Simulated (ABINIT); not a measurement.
**Ga2O3 (R-3c): G0W0 with ABINIT, start to end**

How does a plane-wave GW calculation on Ga2O3 (R-3c) run from the first input to the gap?

Method: PBE and many-body steps on it, plane waves, in ABINIT 10.8.3.

**The experiments to reproduce.**

- Gap 5.3 eV: optical direct gap from Tauc plot, alpha-phase dominant buffer stack; UV-Vis transmittance, Tauc plot; film (as-grown alpha-(Al0.3Ga0.7)2O3/alpha-Ga2O3 double layer on c-plane sapphire, mist CVD, slight kappa admixture) on Al2O3 (“Controlled Crystallinity of a Sn-Doped α-Ga2O3 Epilayer Using Rapidly Annealed Double Buffer Layers”, 2024, pmc:10818942).

- Gap 5.15 eV: optical gap from Tauc plot assuming direct gap; lower end of the 5.15-5.20 eV range for alpha-phase films; UV-vis transmittance/reflectance, Tauc plot; film on c-plane sapphire (“Low temperature growth and optical properties of alpha-Ga2O3 deposited on sapphire by plasma enhanced atomic layer deposition”, 2019, arxiv:1908.06914).

- Gap 5.62 ± 0.02 eV: lowest direct band-to-band transition E0, E parallel to c (M1-type CP); abstract instead prints 5.44 eV, which Table III gives as the exciton energy; generalized spectroscopic ellipsometry, critical-point model; 300 K; film (51.8 nm PAMBE film, fully lattice-relaxed) on m-plane Al2O3 (“Anisotropic dielectric functions, band-to-band transitions, and critical points in alpha-Ga2O3”, 2021, arxiv:2101.06595).

- Gap 5.2 eV: optical gap from Tauc plot assuming direct gap; largest value, film grown at 250 C; UV-vis transmittance/reflectance, Tauc plot; film on c-plane sapphire (“Low temperature growth and optical properties of alpha-Ga2O3 deposited on sapphire by plasma enhanced atomic layer deposition”, 2019, arxiv:1908.06914).

- Gap 5.3 eV: direct optical gap from Tauc plot, upper end of the 5.1-5.3 eV range over the samples; UV-visible transmission; film (mist-CVD epitaxial films grown with different carrier gases) on Al2O3 (0001) (“Influence of Carrier Gases on the Quality of Epitaxial Corundum-Structured α-Ga2O3 Films Grown by Mist Chemical Vapor Deposition Method”, 2019, pmc:6888560).

## (1) The system as given

Symmetry: R-3c, No. 167, trigonal system. Conventional cell: a = 4.997 Å, b = 4.997 Å, c = 13.451 Å, α = 90.00°, β = 90.00°, γ = 120.00°. Nearest to Ga lie 6 O at 1.93 to 2.08 Å. Nearest to O lie 4 Ga at 1.93 to 2.08 Å. Farther neighbours, and contacts between anions beyond the nearest, are not listed.

The cell and positions are those that the Materials Project relaxed with its own functionals (PBE, PBE+U or r2SCAN), kept fixed. This is not the form that Ga2O3 usually takes at ambient conditions.

## (2) Ground state

This step: ABINIT 10.8.3; DFT, PBE with spin-orbit coupling, plane waves, norm-conserving pseudopotentials.

The ground-state density comes first.

The input, run.abi:

```
acell 3*1.0 Angstrom
rprim 
  2.498699193881 1.442624652211 4.483549768500
  -2.498699193881 1.442624652211 4.483549768500
  0.000000000000 -2.885249304422 4.483549768500
ntypat 2
znucl 31 8
natom 10
typat 1 1 1 1 2 2 2 2 2 2
xred 
  0.855585580000 0.855585580000 0.855585580000
  0.644414420000 0.644414420000 0.644414420000
  0.144414420000 0.144414420000 0.144414420000
  0.355585580000 0.355585580000 0.355585580000
  0.750000000000 0.446832820000 0.053167180000
  0.446832820000 0.053167180000 0.750000000000
  0.053167180000 0.750000000000 0.446832820000
  0.250000000000 0.553167180000 0.946832820000
  0.946832820000 0.250000000000 0.553167180000
  0.553167180000 0.946832820000 0.250000000000
pp_dirpath "pseudos"
pseudos "Ga.upf, O.upf"
ecut 45
nspinor 2
ngkpt 4 4 4
nshiftk 1
shiftk 0 0 0
kptopt 1
chksymbreak 0
nband 138
occopt 1
tolvrs 1e-10
nstep 60
prtwf 0
optforces 0
optstress 0
indata_prefix "in"
outdata_prefix "out"
tmpdata_prefix "tmp"
```

Run with:

```bash
$ OMP_NUM_THREADS=1 mpirun -n 32 abinit run.abi > log
```

The log of the run:

```text
.Version 10.8.3 of ABINIT. v10.8.2 released Aug 2026.

 Symmetries : space group R-3 c (#167); Bravais hR (rhombohedral)
================================================================================
 Values of the parameters that define the memory need of the present run
     intxc =       0    ionmov =       0      iscf =       7    lmnmax =      14
     lnmax =      14     mgfft =      64  mpssoang =       5    mqgrid =    3001
     natom =      10  nloc_mem =       1    nspden =       1   nspinor =       2
    nsppol =       1      nsym =      12    n1xccc =    2501    ntypat =       2
    occopt =       1   xclevel =       2
-    mband =         138        mffmem =           1         mkmem =           1
       mpw =        9454          nfft =      262144          nkpt =          13
================================================================================
  Rough estimation (10% accuracy) of disk space for files :
================================================================================

--------------------------------------------------------------------------------
------------- Echo of variables that govern the present computation ------------
--------------------------------------------------------------------------------
 -outvars: echo values of preprocessed input variables --------
            acell      1.8897261259E+00  1.8897261259E+00  1.8897261259E+00 Bohr

      chksymbreak           0
             ecut      4.50000000E+01 Hartree
-          fftalg         312

              ixc     -101130
              kpt      0.00000000E+00  0.00000000E+00  0.00000000E+00
                       2.50000000E-01  0.00000000E+00  0.00000000E+00
                       5.00000000E-01  0.00000000E+00  0.00000000E+00
                       2.50000000E-01  2.50000000E-01  0.00000000E+00
                       5.00000000E-01  2.50000000E-01  0.00000000E+00
                      -2.50000000E-01  2.50000000E-01  0.00000000E+00
                       5.00000000E-01  5.00000000E-01  0.00000000E+00
                       2.50000000E-01  2.50000000E-01  2.50000000E-01
                       5.00000000E-01  2.50000000E-01  2.50000000E-01
                      -2.50000000E-01  2.50000000E-01  2.50000000E-01
                       5.00000000E-01  5.00000000E-01  2.50000000E-01
[...]
kptrlatt        4    0    0      0    4    0      0    0    4
          kptrlen      3.77748572E+01
P           mkmem           1
            natom          10
            nband         138
            ngfft          64      64      64
             nkpt          13
          nspinor           2
            nstep          60
             nsym          12
           ntypat           2
              occ      1.000000  1.000000  1.000000  1.000000  1.000000  1.000000
                       1.000000  1.000000  1.000000  1.000000  1.000000  1.000000
                       1.000000  1.000000  1.000000  1.000000  1.000000  1.000000
                       1.000000  1.000000  1.000000  1.000000  1.000000  1.000000
                       1.000000  1.000000  1.000000  1.000000  1.000000  1.000000
                       1.000000  1.000000  1.000000  1.000000  1.000000  1.000000
                       1.000000  1.000000  1.000000  1.000000  1.000000  1.000000
                       1.000000  1.000000  1.000000  1.000000  1.000000  1.000000
                       1.000000  1.000000  1.000000  1.000000  1.000000  1.000000
   [... 12 further rows ...]
                       0.000000  0.000000  0.000000  0.000000  0.000000  0.000000
                       0.000000  0.000000  0.000000  0.000000  0.000000  0.000000
        optforces           0
        optstress           0
            prtwf           0
            rprim      2.4986991939E+00  1.4426246522E+00  4.4835497685E+00
[...]
spgroup         167

           tolvrs      1.00000000E-10

             xred      8.5558558000E-01  8.5558558000E-01  8.5558558000E-01
[...]
znucl       31.00000    8.00000

================================================================================

 chkinp: Checking input parameters for consistency.

================================================================================
== DATASET  1 ==================================================================
-   mpi_nproc: 32, omp_nthreads: 1 (-1 if OMP is not activated)
-    --> not optimal distribution: autoparal keyword recommended in input file <--

--- !DatasetInfo
iteration_state: {dtset: 1, }
dimensions: {natom: 10, nkpt: 13, mband: 138, nsppol: 1, nspinor: 2, nspden: 1, mpw: 9454, }
cutoff_energies: {ecut:  45.0, pawecutdg:  -1.0, }
electrons: {nelect:   1.20000000E+02, charge:   0.00000000E+00, occopt:   1.00000000E+00, tsmear:   1.00000000E-02, }

 Real(R)+Recip(G) space primitive vectors, cartesian coordinates (Bohr,Bohr^-1):
 R(1)=  4.7218571  2.7261655  8.4726811  G(1)=  0.1058905  0.0611359  0.0393421
 R(2)= -4.7218571  2.7261655  8.4726811  G(2)= -0.1058905  0.0611359  0.0393421
 R(3)=  0.0000000 -5.4523310  8.4726811  G(3)=  0.0000000 -0.1222719  0.0393421
 Unit cell volume ucvol=  6.5439078E+02 bohr^3
 Angles (23,13,12)=  5.58935053E+01  5.58935053E+01  5.58935053E+01 degrees

 getcut: wavevector=  0.0000  0.0000  0.0000  ngfft=  64  64  64
[...]
--- !BeginCycle
iteration_state: {dtset: 1, }
solver: {iscf: 7, nstep: 60, nline: 4, wfoptalg: 0, }
tolerances: {tolvrs: 1.00E-10, }

     iter   Etot(hartree)      deltaE(h)  residm     vres2
 ETOT  1  -1085.7656735875    -1.086E+03 4.837E-01 9.269E+03
 ETOT  2  -1089.9800423443    -4.214E+00 3.314E-02 1.633E+04
 ETOT  3  -1092.5371162156    -2.557E+00 2.125E-02 4.971E+02
 ETOT  4  -1092.5679037727    -3.079E-02 1.778E-02 3.176E+02
 ETOT  5  -1092.5929237947    -2.502E-02 2.209E-03 7.310E+01
 ETOT  6  -1092.6020513331    -9.128E-03 2.311E-03 1.447E+00
 ETOT  7  -1092.6021786328    -1.273E-04 1.187E-03 4.436E-01
 ETOT  8  -1092.6022357407    -5.711E-05 2.016E-03 1.483E-03
 ETOT  9  -1092.6022359882    -2.475E-07 7.769E-04 3.338E-05
 ETOT 10  -1092.6022359940    -5.769E-09 1.053E-03 3.099E-07
 ETOT 11  -1092.6022359940    -4.798E-11 3.068E-04 3.630E-09
 ETOT 12  -1092.6022359940    -1.364E-12 3.654E-04 9.007E-11

 At SCF step   12       vres2   =  9.01E-11 < tolvrs=  1.00E-10 =>converged.

--- !ResultsGS
iteration_state: {dtset: 1, }
comment   : Summary of ground state results
lattice_vectors:
- [  4.7218571,   2.7261655,   8.4726811, ]
- [ -4.7218571,   2.7261655,   8.4726811, ]
- [  0.0000000,  -5.4523310,   8.4726811, ]
lattice_lengths: [  10.07543,   10.07543,   10.07543, ]
lattice_angles: [ 55.894,  55.894,  55.894, ] # degrees, (23, 13, 12)
lattice_volume:   6.5439078E+02
convergence: {deltae: -1.364E-12, res2:  9.007E-11, residm:  3.654E-04, diffor:  0.000E+00, }
etotal    :  -1.09260224E+03
entropy   :   0.00000000E+00
fermie    :   2.13499733E-01
cartesian_stress_tensor: null
pressure_GPa: null
xred      :
- [  8.5559E-01,   8.5559E-01,   8.5559E-01, Ga]
- [  6.4441E-01,   6.4441E-01,   6.4441E-01, Ga]
- [  1.4441E-01,   1.4441E-01,   1.4441E-01, Ga]
- [  3.5559E-01,   3.5559E-01,   3.5559E-01, Ga]
- [  7.5000E-01,   4.4683E-01,   5.3167E-02,  O]
- [  4.4683E-01,   5.3167E-02,   7.5000E-01,  O]
- [  5.3167E-02,   7.5000E-01,   4.4683E-01,  O]
- [  2.5000E-01,   5.5317E-01,   9.4683E-01,  O]
- [  9.4683E-01,   2.5000E-01,   5.5317E-01,  O]
- [  5.5317E-01,   9.4683E-01,   2.5000E-01,  O]
cartesian_forces: null
force_length_stats: {min: null, max: null, mean: null, }

 Integrated electronic density in atomic spheres:
 ------------------------------------------------
 Atom  Sphere_radius  Integrated_density
[...]
================================================================================

 ----iterations are completed or convergence reached----

 Mean square residual over all n,k,spin=   10.966E-07; max=  36.542E-05
 reduced coordinates (array xred) for   10 atoms
[...]
0.446833      0.053167      0.750000
       0.053167      0.750000      0.446833
       0.250000      0.553167      0.946833
       0.946833      0.250000      0.553167
       0.553167      0.946833      0.250000
 rms dE/dt=  0.0000E+00; max dE/dt=  0.0000E+00; dE/dt below (all hartree)
    1       0.000000      0.000000      0.000000
    2       0.000000      0.000000      0.000000
    3       0.000000      0.000000      0.000000
    4       0.000000      0.000000      0.000000
    5       0.000000      0.000000      0.000000
    6       0.000000      0.000000      0.000000
    7       0.000000      0.000000      0.000000
    8       0.000000      0.000000      0.000000
    9       0.000000      0.000000      0.000000
[...]
cartesian coordinates (angstrom) at end:
[...]
6      0.983652    -1.442625     5.604437
    7     -1.741176    -0.130555     5.604437
    8     -0.757524    -1.573180     7.846212
    9      1.741176     0.130555     7.846212
   10     -0.983652     1.442625     7.846212
 length scales=  1.889726  1.889726  1.889726 bohr
              =  1.000000  1.000000  1.000000 angstroms
 prteigrs : about to open file out_EIG
 Fermi (or HOMO) energy (hartree) =   0.21350   Average Vxc (hartree)=  -0.44931
 Eigenvalues (hartree) for nkpt=  13  k points:
 kpt#   1, nband=138, wtk=  0.01563, kpt=  0.0000  0.0000  0.0000 (reduced coord)
  -4.98400   -4.98400   -4.98400   -4.98400   -4.98400   -4.98400   -4.98399   -4.98399
  -3.26152   -3.26152   -3.26151   -3.26151   -3.26144   -3.26144   -3.26139   -3.26139
  -3.12865   -3.12865   -3.12864   -3.12864   -3.12861   -3.12861   -3.12850   -3.12850
  -3.12810   -3.12810   -3.12808   -3.12808   -3.12797   -3.12797   -3.12797   -3.12797
  -0.48005   -0.48005   -0.40799   -0.40799   -0.40797   -0.40797   -0.40596   -0.40596
  -0.40553   -0.40553   -0.40546   -0.40546   -0.26291   -0.26291   -0.25943   -0.25943
  -0.25908   -0.25908   -0.25866   -0.25866   -0.25574   -0.25574   -0.24911   -0.24911
  -0.24775   -0.24775   -0.24739   -0.24739   -0.24642   -0.24642   -0.24417   -0.24417
  -0.24141   -0.24141   -0.24102   -0.24102   -0.24069   -0.24069   -0.23971   -0.23971
  -0.23773   -0.23773   -0.23476   -0.23476   -0.23060   -0.23060   -0.22706   -0.22706
  -0.20862   -0.20862   -0.20726   -0.20726   -0.04880   -0.04880   -0.02383   -0.02383
   0.02198    0.02198    0.02336    0.02336    0.05985    0.05985    0.07064    0.07064
   0.08365    0.08365    0.08418    0.08418    0.09504    0.09504    0.17721    0.17721
   0.17815    0.17815    0.19534    0.19534    0.19550    0.19550    0.20288    0.20288
   0.20297    0.20297    0.20346    0.20346    0.20572    0.20572    0.20600    0.20600
   0.31852    0.31852    0.46017    0.46017    0.46619    0.46619    0.54115    0.54115
   0.58655    0.58655    0.59221    0.59221    0.59261    0.59262    0.61863    0.61970
   0.62352    0.62523
 prteigrs : prtvol=0 or 1, do not print more k-points.

--- !EnergyTerms
iteration_state     : {dtset: 1, }
comment             : Components of total free energy in Hartree
kinetic             :  5.512571E+02
hartree             :  4.082928E+02
xc                  : -1.289739E+02
Ewald energy        : -5.959827E+02
psp_core            :  2.282496E+01
local_psp           : -1.095732E+03
non_local_psp       : -2.542884E+02
total_energy        : -1.092602E+03
total_energy_eV     : -2.973122E+04
band_energy         : -1.265451E+02

== END DATASET(S) ==============================================================
================================================================================

 -outvars: echo values of variables after computation  --------
           etotal     -1.0926022360E+03
            nband         138
             nkpt          13
          spgroup         167
 [... the other variables as echoed above ...]

 Calculation completed.
```

Elapsed: 7.9 min, on 32 MPI ranks of Arm Neoverse V1, shared host; peak memory 4.4 GiB.

Numbers from this step:

```
total energy               : -29731.2215 eV
gap                        : 2.858 eV
k of the valence top       : 0.25, 0, 0
k of the conduction bottom : 0, 0, 0
least direct gap           : 3.062 eV
```

The gap is indirect, with the least direct gap 0.20 eV higher.

(Continued in part 2 of 3.)

[Long decimals in the printed logs are rounded to 6 places.]

[Logs are printed without paths, hosts, clocks, repeated set-up lines and the standing remarks that a program may print on its own settings, such as how far it seeks lower states.]

[Paths, hosts, dates, memory and timing lines, banners, echoed tables and standing remarks are left out of the program output; an Ansatz launch command may be rebuilt from the run's recorded settings. Measured values are a selection of at most five: reports struck by readers or far from the other reports are left out. None is set beside runs whose start may be inverted or whose files or cutoffs have a known fault.]

[Runs of the session that timed out or met a known fault of the program may be left out.]

[Hosts, paths, dates, database ids (printed as entryN), source tags and the programs' standing remarks are cut or masked in the printed files.]

[G0W0 gaps are taken among the corrected bands and points alone; a level outside them can change the order at an edge.]

[Where Ansatz stands beside ABINIT at settings called matched, ABINIT's density can come from a denser mesh and the files from another edition; pairs whose starting gaps differed by over 0.03 eV were left out, so agreement reads better than it is.]
